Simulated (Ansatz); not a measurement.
# Decaying states in the gap of Cs2SnN2, part 4 of 4

Aim: relax a made-up compound, Cs2SnN2, and see how good a tunnel barrier it would be. It is built by putting Cs for Li, Sn for Hf in the Li2HfN2 structure of space group P-3m1, with the volume rescaled by atomic radii. The parent structure comes from the Materials Project.

Ansatz 0.2.0; LDA DFT, plane waves, PAW files (the session's first sound run).

So far, gap on path (eV): step 3 (the bulk crystal and its band edges, LDA) 0.356; step 6 (LDA norm-conserving, cutoff 1142.88 eV) 0.343.

The structure was built from a prototype and need not be the compound's stable phase.

### Step 9. The same cell, other settings

This step: LDA DFT, plane waves, PAW files; complex bands by layer matching along the plane's normal; changed: scf.occupations.method = "fermi_dirac", scf.occupations.width = 0.025, scf.initial_density.chi_scale = 0.3 (Ansatz 0.2.0).

This run repeats an earlier one, its twin (the complex run, plane (100)), with three settings changed (scf.occupations.method, scf.occupations.width, scf.initial_density.chi_scale; files written aside). It is meant to test how much rests on the smearing and whether the numerical route changes the result or only the time. Where the input is shown as a difference, that is against the step before, not the twin.

The input, input.yaml:

```yaml
crystal:
  lattice:
    - [3.46437789, 0.0, 0.0]
    - [0.0, 10.032126457, 0.0]
    - [1.732188945, 0.0, 3.000239261]
  atoms:
    - { symbol: Cs, position: [0.6666666667, 0.3016831524, 0.6666666667] }
    - { symbol: Cs, position: [0.3333333333, 0.6983168476, 0.3333333333] }
    - { symbol: Sn, position: [0.0, 0.0, 0.0] }
    - { symbol: "N", position: [0.6666666667, 0.8881681458, 0.6666666667] }
    - { symbol: "N", position: [0.3333333333, 0.1118318542, 0.3333333333] }
kpoints:
  mp_grid: { grid: [8, 4, 8] }
scf:
  occupations: { method: fermi_dirac, width: 0.025 }
  initial_density: { chi_scale: 0.3 }
hamiltonian:
  xc: lda
output:
  eigenvalues: true
  transmission:
    leads: [[0, 0]]
    kpoints: [[0.0, 0.0], [-0.0885, 0.0], [0.1771, 0.0]]
    e_range: [-1.0, 1.36]
    de: 0.05
```

Launch:

```bash
$ ansatz run input.yaml --threads 2 --pin off --max-ram 4096MiB --backend cpu --events-out ev --progress --plain --runs-dir out
```

Numbers of over 12 decimals in the logs are rounded to 6 here.

The log of the run:

```text
[...]
Crystal: 5 atoms, lattice volume = 104.274 Å³
Basis set: ecut = 420 eV, 2043 PW (Γ)
Bands: 26, of which v1, the nominal top of the filled ones, is band 21 counted from 1 (20 counted from 0)
Symmetry: 12 space group operations
[...]
k-points: 35 of 256
[...]
SCF iter   1: F=—  HF=-18043.919901 eV  |F-HF|=—  |Δ(HF+E_count)|=         —  Δρ=9.49e-1  dr2=7.83e3  ethr=3.10e-3  ⟨swp⟩=28.9  Hψ=14710  notcnv=0
[...]
SCF iter  13: F=-17636.015133 eV  HF=-17636.015133 eV  |F-HF|=5.60e-8  |Δ(HF+E_count)|=   2.01e-7  Δρ=7.27e-6  dr2=9.60e-8  ethr=2.38e-10  ⟨swp⟩=13.0  Hψ=7094  notcnv=0
SCF 1 converged in 13 iterations: F = -17636.015133 eV  dr2 = 9.60e-8
[...]
transmission: 4 of 12 steps passed
transmission: 8 of 12 steps passed
transmission: 12 of 12 steps passed
SCF converged after 13 iterations
Free energy (F): -17636.015133 eV
[...]
Internal energy: -17636.015127 eV  (E = F + TS)
E sigma→0 (E₀):  -17636.015130 eV
Entropy (-TS):   -0.000006 eV (-0.001 meV/atom)
Fermi energy:    10.566685 eV
[...]
--- Band table (eV; the first three rows and the last of 35) ---
  k-point 0: bands = [... 17 lower, 9.4761, 9.8085, 9.8085, 10.2086, 10.7256, 12.7387, 12.7697, 13.6075, ... 1 higher]
  k-point 1: bands = [... 17 lower, 9.1039, 9.3986, 9.9911, 10.3497, 11.3804, 12.9757, 13.1948, 13.6771, ... 1 higher]
  k-point 2: bands = [... 17 lower, 8.5227, 9.1119, 10.1011, 10.1714, 11.5033, 12.7369, 12.9877, 13.5387, ... 1 higher]
  k-point 34: bands = [... 17 lower, 7.4137, 7.7603, 9.9694, 10.0181, 12.5848, 13.3343, 13.4586, 14.0364, ... 1 higher]
--- Transmission ---
  basis      : 303 plane waves across, 4 finite elements along
  points     : 3, as listed
[...]
crystal 0  : Cs2N2Sn1, at the sites [0, 0], period 3.0002 Å: whole cells are its period
[...]
channels       : 0.000000e0 a spin
[...]
slowest decay  : 0.0853 /Å at (0.0000, 0.0000)
```

Wall time 72 s (2 threads of Intel Xeon Platinum 8175M at 2.50GHz (Skylake/Cascade Lake), shared host); peak memory 0.99 GiB.

This step gave:

- free energy: -17636.0151 eV
- Fermi energy: 10.57 eV
- level to which the leads are filled: 0 eV from the Fermi level
- decay constant at the filling level, zone centre: 0.08529 Å⁻¹
- decay constant at the filling level, slowest listed point: 0.0853 Å⁻¹

K parallel (0, 0); values up to 1.5 1/Å, a degenerate pair printed once or twice; energies at which all values exceed this have no row. The Im kz of the slowest decaying states by energy, zero at the Fermi level:

```csv
energy (eV),decay 1 (Å⁻¹),decay 2 (Å⁻¹),decay 3 (Å⁻¹),decay 4 (Å⁻¹)
-1.000,0.0592,0.0897,0.281,0.309
-0.800,0.0738,0.0811,0.250,0.326
-0.600,0.112,0.203,0.332,0.507
-0.400,0.0913,0.142,0.288,0.329
-0.200,0.0555,0.123,0.178,0.321
0.000,0.0853,0.207,0.210,0.309
0.200,0.231,0.268,0.294,0.420
0.400,0.245,0.270,0.308,0.365
0.600,0.235,0.255,0.298,0.339
0.800,0.171,0.203,0.262,0.365
1.000,0.101,0.265,0.360,0.388
1.200,0.102,0.167,0.265,0.326
```

K parallel (0, 0). Re kz of states that move upwards against energy, zero at the Fermi level:

```csv
energy (eV),channel 1 (Å⁻¹),channel 2 (Å⁻¹)
-1.000,-0.853,-0.187
-0.900,-0.792,-0.142
-0.850,-0.765,-0.116
-0.750,-0.713,0.0401
-0.700,-0.688,0.112
-0.600,-0.638,0.231
-0.500,-0.585,0.400
-0.450,-0.556,-
-0.350,-0.491,0.0480
-0.250,-0.399,0.199
-0.200,-,-
-0.100,-,-
-0.050,-,-
0.000,-,-
0.050,-,-
0.150,-,-
0.200,0.0467,-
0.300,0.0900,-
0.400,0.123,-
0.450,0.138,-
0.550,0.168,-
0.600,0.184,-
0.700,0.217,-
0.800,0.256,-
0.850,0.280,-
0.950,0.575,-
1.050,-0.853,0.706
1.100,-,-
1.200,-,-
1.250,-,-
1.350,-,-
```

K parallel (-0.0885, 0); values up to 1.5 1/Å, a degenerate pair printed once or twice; energies at which all values exceed this have no row. The Im kz of the slowest decaying states by energy, zero at the Fermi level:

```csv
energy (eV),decay 1 (Å⁻¹),decay 2 (Å⁻¹),decay 3 (Å⁻¹),decay 4 (Å⁻¹)
-1.000,0.136,0.335,0.410,0.521
-0.900,0.0336,0.354,0.392,0.475
-0.800,0.0146,0.374,0.377,0.417
-0.700,0.337,0.359,0.402,0.615
-0.600,0.0470,0.0517,0.184,0.346
-0.550,0.0795,0.0835,0.293,0.384
-0.450,0.112,0.213,0.232,0.411
-0.350,0.133,0.163,0.268,0.425
-0.250,0.149,0.296,0.434,0.491
-0.150,0.121,0.162,0.313,0.440
-0.050,0.170,0.196,0.322,0.444
0.000,0.174,0.220,0.325,0.445
0.050,0.176,0.239,0.327,0.446
0.150,0.179,0.271,0.328,0.446
0.200,0.179,0.284,0.327,0.446
0.300,0.176,0.307,0.324,0.445
0.400,0.122,0.215,0.317,0.326
0.500,0.0564,0.239,0.307,0.343
0.600,0.257,0.294,0.357,0.430
0.700,0.270,0.277,0.371,0.402
0.800,0.254,0.281,0.372,0.382
0.900,0.222,0.291,0.338,0.390
0.950,0.200,0.295,0.319,0.392
1.050,0.125,0.277,0.301,0.390
1.150,0.144,0.222,0.306,0.382
1.250,0.129,0.187,0.309,0.373
1.350,0.0968,0.212,0.310,0.363
```

K parallel (-0.0885, 0). Re kz of states that move upwards against energy, zero at the Fermi level:

```csv
energy (eV),channel 1 (Å⁻¹),channel 2 (Å⁻¹),channel 3 (Å⁻¹),channel 4 (Å⁻¹)
-1.000,-0.316,-0.0963,0.157,-
-0.800,-0.811,-0.248,0.347,-
-0.600,-,-,-,-
-0.400,-0.548,-,-,-
-0.200,-0.302,0.257,-,-
0.000,-,-,-,-
0.200,-,-,-,-
0.400,-,-,-,-
0.600,0.0894,-,-,-
0.800,0.188,-,-,-
1.000,0.297,-,-,-
1.200,0.724,-,-,-
```

K parallel (0.1771, 0); values up to 1.5 1/Å, a degenerate pair printed once or twice; energies at which all values exceed this have no row. Im kz of the slowest decaying states against energy, zero at the Fermi level:

```csv
energy (eV),decay 1 (Å⁻¹),decay 2 (Å⁻¹),decay 3 (Å⁻¹),decay 4 (Å⁻¹)
-1.000,0.120,0.297,0.374,0.502
-0.900,0.0171,0.110,0.300,0.334
-0.750,0.0436,0.245,0.303,0.497
-0.650,0.117,0.301,0.494,0.567
-0.550,0.0162,0.134,0.297,0.492
-0.400,0.0957,0.110,0.282,0.487
-0.300,0.125,0.200,0.261,0.484
-0.200,0.144,0.246,0.260,0.480
-0.050,0.168,0.256,0.289,0.310
0.000,0.173,0.280,0.299,0.324
0.050,0.178,0.299,0.308,0.336
0.200,0.187,0.329,0.340,0.366
0.300,0.190,0.338,0.360,0.376
0.400,0.190,0.345,0.375,0.377
0.550,0.184,0.350,0.365,0.399
0.650,0.175,0.350,0.358,0.411
0.750,0.158,0.348,0.349,0.423
0.900,0.0905,0.335,0.338,0.418
1.000,0.0899,0.325,0.328,0.414
1.100,0.166,0.312,0.315,0.408
1.250,0.217,0.293,0.300,0.398
1.350,0.241,0.289,0.310,0.389
```

K parallel (0.1771, 0). Re kz of states that move upwards against energy, zero at the Fermi level:

```csv
energy (eV),channel 1 (Å⁻¹),channel 2 (Å⁻¹),channel 3 (Å⁻¹),channel 4 (Å⁻¹)
-1.000,-0.0316,-,-,-
-0.800,0.0223,-,-,-
-0.600,-0.768,-0.297,0.106,0.589
-0.400,-0.515,-,-,-
-0.200,-0.0345,-,-,-
0.000,-,-,-,-
0.200,-,-,-,-
0.400,-,-,-,-
0.600,-,-,-,-
0.800,-,-,-,-
1.000,0.289,-,-,-
1.200,0.506,-,-,-
```

The filling level or the zero moved, so the decay constant is read at +0.00 eV here and at +0.20 eV in the twin, and the two can't be compared directly.

### Step 10. Results

```yaml
band_gap: 0.356 eV
least_decay_constant_at_mid_gap_normal_to_100: 0.0893 Å⁻¹
least_decay_constant_on_a_mesh_normal_to_100: 0.0937 Å⁻¹
least_decay_constant_norm_conserving_files: 0.0856 Å⁻¹
```

**Reading.** With LDA, the slowest decay at the wavevectors tried is κ = 0.0893 Å⁻¹, normal to (100). Through such a film the transmission near mid-gap falls as exp(−2κd), a factor of ten every 13 Å. A free electron under a barrier of half the gap would need a mass of 0.17 mₑ to decay at this rate. With norm-conserving files the gap goes from 0.356 to 0.343 eV and the decay constant, over the first 2 listed wavevectors, from 0.0893 to 0.0856 Å⁻¹. The compound is made up by substitution; its stability against other phases and against distortions of the cell's symmetry was not tested. A semilocal functional narrows gaps, so real decay constants are likely larger.

[Logs are printed without paths, hosts, clocks, repeated set-up lines and the standing remarks that a program may print on its own settings, such as how far it seeks lower states.]

[Hosts, paths, dates, database ids (printed as entryN), source tags and the programs' standing remarks are cut or masked in the printed files.]
